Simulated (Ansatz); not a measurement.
**Generalised stacking fault on (110) of a LiCl-LiBr solid solution (56 atoms): geometry optimisation**

Wanted: the relaxed structure of generalised stacking fault on (110) of a LiCl-LiBr solid solution (56 atoms) and its electronic structure.

Main program and level: Ansatz 0.2.0; Kohn-Sham DFT, revPBE, PAW (set soft_2), plane waves.

## (1) Starting point

The cell holds 56 atoms: 28 Li, 10 Br and 18 Cl. Cell: a = 7.448 Å, b = 5.266 Å, c = 26.313 Å, α = 90.0°, β = 86.6°, γ = 90.0°. It derives from LiCl and LiBr. Rock-salt LiCl lattice (a = 5.2663 Å, the value set for the mixture), cell with z along [110], 2 x 1 x 7 periods; the third cell vector is tilted by 0.417 of 1/2[1-10] and lengthened by 0.2 Å, so the cell holds one fault; displaced by a Gaussian of 0.01 Å; 10 of 28 Cl sites given to Br at random (lattice constant by Vegard's rule between LiCl and LiBr).

Limits known from the start: The cell is under 6 Å thick along one periodic direction, so every atom has periodic images of itself close by, which move with it and show among its neighbours and in g(r). Atoms were free to move along the slip, so the relaxation can undo part or all of it. The host structure and its lattice constant were typed by rule, without a check against the phase diagram.

## (2) Single point at the start

The forces at the start show how far the geometry lies from a minimum of this functional.

input.yaml reads:

```yaml
crystal:
  lattice:
    - [7.44767, 0.0, 0.0]
    - [0.0, 5.2663, 0.0]
    - [1.55157, 0.0, 26.26686]
  atoms:
    - { symbol: Li, position: [0.79513, 0.00218, 0.992] }
    - { symbol: Br, position: [0.7351, 0.0014, 0.07085] }
    - { symbol: Li, position: [0.97089, 0.99891, 0.14148] }
    - { symbol: Cl, position: [0.70462, 0.00223, 0.21221] }
    [... 46 atom lines left out ...]
    - { symbol: Li, position: [0.61715, 0.49871, 0.6377] }
    - { symbol: Br, position: [0.35223, 0.49958, 0.70849] }
    - { symbol: Li, position: [0.58748, 0.50001, 0.77954] }
    - { symbol: Br, position: [0.32065, 0.50152, 0.85002] }
    - { symbol: Li, position: [0.55706, 0.49745, 0.92088] }
    - { symbol: Br, position: [0.29243, 0.50399, 0.99235] }
kpoints:
  mp_grid: { grid: [2, 3, 1] }
hamiltonian:
  xc: revpbe
scf:
  occupations: { method: fermi_dirac, width: 0.05 }
output:
  forces: true
  stress: true
  populations: true
  dos:
    method: { smearing: { sigma: 0.1 } }
    de: 0.1
    projected: { site_lists: { Br: [Br], Cl: [Cl], Li: [Li] } }
  eigenvalues: true
```

Launch:

```sh
$ ansatz run input.yaml --threads 4 --pin off --max-ram 8192MiB --backend cpu --events-out ev --progress --plain --runs-dir out
```

Elapsed: 90 s, on 4 threads of Arm Neoverse N1, shared host; peak memory 3 GiB.

Read from the output:

- free energy: -53195.8670 eV
- free energy per atom: -949.9262 eV/atom
- SCF cycles: 7
- pressure: 2.893 GPa
- r.m.s. force component: 0.4657 eV/Å
- longest force: 2.518 eV/Å
- Fermi energy: 5.01 eV
- gap (highest filled to lowest empty level): 5.557 eV
- spilling of the projection: 0.005802

The r.m.s. force component of 0.47 eV/Å and the pressure of 2.9 GPa set the starting point.

Neighbours are counted within 3.06 Å (Li-Cl), 3.02 Å (Li-Br).

Length of the force by element and coordination:

```csv
element,coordination,atoms,mean length of the force (eV/Å),spread,least,most
Br,all,10,0.765,1.05,0.0236,2.52
Br,5,3,2.35,0.194,2.08,2.52
Br,6,7,0.0843,0.0404,0.0236,0.161
Cl,all,18,0.146,0.296,0.0285,1.36
Cl,5,1,1.36,0,1.36,1.36
Cl,6,17,0.075,0.0365,0.0285,0.174
Li,all,28,0.428,0.670,0.0101,2.39
Li,5,4,1.96,0.585,0.956,2.39
Li,6,24,0.172,0.0945,0.0101,0.282
```

## (3) Relaxation

The atoms are relaxed in the fixed cell, aiming at the force tolerance of the input.

input.yaml, the sections that differ from step 2:

```yaml
output:
  forces: true
relax:
  f_tol: 0.03
  max_steps: 200
# crystal, kpoints, hamiltonian, scf: as in step 2
```

Run time: 6.5 min. Hardware: 4 threads; peak memory 3 GiB.

Relaxation path:

```csv
step,energy less that of the first step (eV),largest force component (eV/Å)
1,0.0000,2.4782
2,-1.0622,1.1839
3,-1.5532,0.3593
4,-1.7019,0.0491
5,-1.7618,0.0315
6,-1.8121,0.0541
7,-1.8360,0.0833
8,-1.7720,0.3112
9,-1.8593,0.0258
10,-1.8626,0.0283
```

Relaxation step 8 was tried and not accepted.

The atoms that moved most (Å):

```csv
atom,dx,dy,dz,length
Li29,-0.841,-0.026,-0.110,0.848
Br16,-0.761,-0.021,-0.156,0.777
Li55,0.759,0.016,0.032,0.760
Br56,0.744,-0.018,-0.002,0.744
Li15,0.721,-0.020,-0.124,0.732
Cl42,0.725,-0.003,-0.001,0.725
Li1,0.713,-0.009,-0.076,0.717
Br2,-0.696,-0.006,-0.133,0.709
```

The relaxation changed the energy by -33.3 meV/atom, and atoms moved by 0.47 Å r.m.s., 0.85 Å at most.

## (4) Local order after relaxation

Bonds before and after, by the cutoffs listed below:

```csv
pair,bonds before,bonds after,mean before (Å),mean after (Å),spread before (Å),spread after (Å)
Li-Cl,107,108,2.629,2.612,0.052,0.084
Li-Br,57,60,2.603,2.696,0.124,0.080
```

Density 2.63 g/cm³, 18.40 Å³ an atom.

Pair distribution functions g(r), in bins of 0.2 Å:

```csv
r (Å),total,Li-Li,Li-Cl,Li-Br,Cl-Cl,Cl-Br,Br-Br
2.40,0.38,0.00,1.20,0.00,0.00,0.00,0.00
2.60,4.83,0.00,10.55,8.00,0.00,0.00,0.00
2.80,1.09,0.00,1.08,4.12,0.00,0.00,0.00
3.00,0.03,0.00,0.09,0.00,0.00,0.00,0.00
3.20,0.00,0.00,0.00,0.00,0.00,0.00,0.00
3.40,0.04,0.17,0.00,0.00,0.00,0.00,0.00
3.60,2.24,5.13,0.00,0.00,6.10,2.53,1.22
3.80,3.75,6.24,0.00,0.00,7.01,9.39,12.12
4.00,0.27,1.06,0.00,0.00,0.00,0.00,0.00
4.20,0.00,0.00,0.00,0.00,0.00,0.00,0.00
4.40,0.52,0.00,1.15,0.81,0.00,0.00,0.00
4.60,2.00,0.00,3.81,4.38,0.00,0.00,0.00
4.80,0.28,0.00,0.66,0.39,0.00,0.00,0.00
5.00,0.27,0.66,0.00,0.00,0.59,0.35,0.00
5.20,0.78,1.36,0.00,0.00,1.92,1.19,3.25
5.40,0.37,0.77,0.00,0.00,0.61,0.93,0.27
5.60,0.51,0.37,0.86,0.41,0.17,0.45,0.00
5.80,2.13,0.00,4.58,3.68,0.00,0.00,0.00
6.00,2.08,0.00,3.66,5.06,0.00,0.00,0.00
6.20,0.79,0.97,1.01,0.89,0.26,0.35,0.00
6.40,2.35,4.44,0.00,0.00,4.94,4.93,5.17
6.60,1.42,2.66,0.00,0.00,3.06,3.02,3.04
6.80,0.12,0.34,0.00,0.00,0.11,0.20,0.00
7.00,0.00,0.00,0.00,0.00,0.00,0.00,0.00
7.20,0.15,0.46,0.00,0.00,0.38,0.00,0.00
7.40,0.83,1.61,0.00,0.00,1.62,1.64,2.08
7.60,0.69,0.88,0.27,0.33,1.10,1.62,0.85
7.80,1.46,0.21,2.77,2.90,0.00,0.00,0.00
```

Bonds by pair of elements; cutoffs follow the first minimum of g(r), held within bounds set by covalent radii, and pairs that aren't listed don't count as bonded:

```csv
pair A-B,cutoff (Å),bonds,mean length (Å),spread (Å),shortest (Å),B about A,A about B
Li-Cl,3.06,108,2.61,0.084,2.45,3.86,6
Li-Br,3.23,60,2.70,0.08,2.60,2.14,6
```

How many atoms have how many bonded neighbours:

```csv
element,mean,6
Br,6,10
Cl,6,18
Li,6,28
```

Bond angles (no mean is given where the spread exceeds 20°):

```csv
angle,count,mean (°),spread (°)
Li-Cl-Li,270,-,-
Br-Li-Cl,184,-,-
Cl-Li-Cl,178,-,-
Li-Br-Li,150,-,-
Br-Li-Br,58,-,-
```

Counting bonds as in the table, all Br atoms have 6, all Cl atoms have 6 and all Li atoms have 6 bonded neighbours.

## (5) Single point at the relaxed geometry

One more single point at the end of the walk gives the fuller output and checks the residual forces.

input.yaml reads:

```yaml
crystal:
  lattice:
    - [7.44767, 0.0, 0.0]
    - [0.0, 5.2663, 0.0]
    - [1.55157, 0.0, 26.26686]
  atoms:
    - { symbol: Li, position: [0.89144, 0.0004, 0.9891] }
    - { symbol: Br, position: [0.64264, 0.00021, 0.0658] }
    - { symbol: Li, position: [0.89183, 0.00048, 0.1431] }
    - { symbol: Cl, position: [0.64196, 0.00043, 0.21119] }
    [... 46 atom lines left out ...]
    - { symbol: Li, position: [0.64793, 0.50036, 0.63752] }
    - { symbol: Br, position: [0.38961, 0.50037, 0.70871] }
    - { symbol: Li, position: [0.65815, 0.5004, 0.77996] }
    - { symbol: Br, position: [0.39277, 0.50045, 0.85016] }
    - { symbol: Li, position: [0.65877, 0.50047, 0.92209] }
    - { symbol: Br, position: [0.39232, 0.50054, 0.99228] }
kpoints:
  mp_grid: { grid: [2, 3, 1] }
hamiltonian:
  xc: revpbe
scf:
  occupations: { method: fermi_dirac, width: 0.05 }
output:
  forces: true
  stress: true
  populations: intrinsic
  dos:
    method: { smearing: { sigma: 0.08 } }
    de: 0.1
    projected: { site_lists: { Br: [Br], Cl: [Cl], Li: [Li] } }
  eigenvalues: true
  write_density: true
  write_potential: true
  volumetric_format: npy
```

The job ended after 93 s (4 threads; peak memory 3 GiB).

Numbers from this run:

* free energy: -53197.7295 eV
* free energy per atom: -949.9595 eV/atom
* SCF cycles: 6
* pressure: 1.896 GPa
* r.m.s. force component: 0.00648 eV/Å
* longest force: 0.03283 eV/Å
* Fermi energy: 5.119 eV
* gap (highest filled to lowest empty level): 5.344 eV

Intrinsic-atomic-orbital charges by element:

```csv
element,coordination,atoms,mean charge (e),spread,least,most
Br,all,10,-0.619,0.0038,-0.625,-0.613
Cl,all,18,-0.693,0.0029,-0.698,-0.687
Li,all,28,0.666,0.0143,0.633,0.690
```

Charge against the make-up of the first shell:

```csv
Cl neighbours of Li,atoms,mean charge (e)
1,1,0.633
2,4,0.647
3,4,0.657
4,12,0.668
5,3,0.679
6,4,0.69
```

Density of states as counts of states in windows of 1 eV (from the Fermi level), total and the larger projections:

```csv
from (eV),to (eV),total,Cl p,Br p,Li s
-14,-7,0.0,0.0,0.0,0.0
-7,-6,2.3,1.7,0.4,0.1
-6,-5,51.8,34.8,12.4,3.8
-5,-4,59.0,43.9,13.2,1.0
-4,-3,52.3,22.8,28.7,0.2
-3,-2,2.6,0.2,2.3,0.0
-2,2,0.0,0.0,0.0,0.0
2,3,0.3,0.0,0.0,0.2
3,4,11.5,0.4,0.2,4.2
4,5,38.4,0.8,0.5,14.2
```

The curve was stored every 0.10 eV, coarse against its broadening of 0.08 eV, so these counts are rough.

Between -26 and -14 eV lie 56 more states.

About 56 of the 280 electrons lie in deeper levels, below the stored range.

The levels nearest the highest filled one (over half full), pooled over k-points and spins:

```csv
level less the highest filled one (eV),occupation
-0.344,2
-0.321,2
-0.283,2
-0.172,2
-0.141,2
0,2
5.34,0
5.79,0
5.80,0
6.09,0
6.11,0
6.15,0
```

Mean intrinsic-atomic-orbital charges: Br -0.62, Cl -0.69, Li +0.67 e. The charge on Li changes by +0.011 e for each Cl neighbour that takes the place of another kind, on average. The largest share in the top eV of filled states is Br p (69 % of the projected weight), and in the lowest eV of empty states Li s (72 % of the projected weight).

## (6) Summary of results

```
energy change in the relaxation                  : -33.26 meV/atom
r.m.s. displacement                              : 0.465 Å
largest displacement                             : 0.848 Å
free energy per atom                             : -949.9595 eV/atom
density                                          : 2.63 g/cm³
pressure                                         : 1.896 GPa
r.m.s. force component                           : 0.00648 eV/Å
gap (highest filled to lowest empty level) : 5.344 eV
wall time of the 3 DFT runs                      : 9.6 min
```

In words: Relaxation lowers the energy by 33.3 meV/atom and moves atoms by 0.47 Å r.m.s.; the r.m.s. force component goes from 0.47 to 0.0065 eV/Å, the pressure goes from 2.9 to 1.9 GPa, and the gap from 5.56 to 5.34 eV. By the final cutoffs 0 of 164 bonded pairs parted and 4 joined. Afterwards all atoms of each element have one and the same coordination, so bonds have reconnected across the defect, which no longer shows in the counts. Layers on the two sides of the fault moved in opposite directions along the plane, so much of the imposed slip has spread into a shear of the crystal. From the first step to the last the energy fell by 1.863 eV, and the largest move was 0.85 Å (Li29). The Li-Br bonds change most in mean length: from 2.603 Å (spread 0.124) to 2.696 Å (spread 0.080), and their number from 57 to 60. Counting bonds as in the table, all Br atoms have 6, all Cl atoms have 6 and all Li atoms have 6 bonded neighbours. Between filled and empty levels lie 5.34 eV on the run's k-points; the mesh holds the band edges only if they fold onto it, so the gap at this level can be narrower or closed, while semilocal functionals tend to narrow gaps against experiment.

What to keep in mind: Atoms were free to move along the slip, so the relaxation can undo part or all of it. The pressure of 1.9 GPa means that a free cell would grow at this level.

[Logs are printed without paths, hosts, clocks, repeated set-up lines and the standing remarks that a program may print on its own settings, such as how far it seeks lower states.]

[Hosts, paths, dates, database ids (printed as entryN), source tags and the programs' standing remarks are cut or masked in the printed files.]
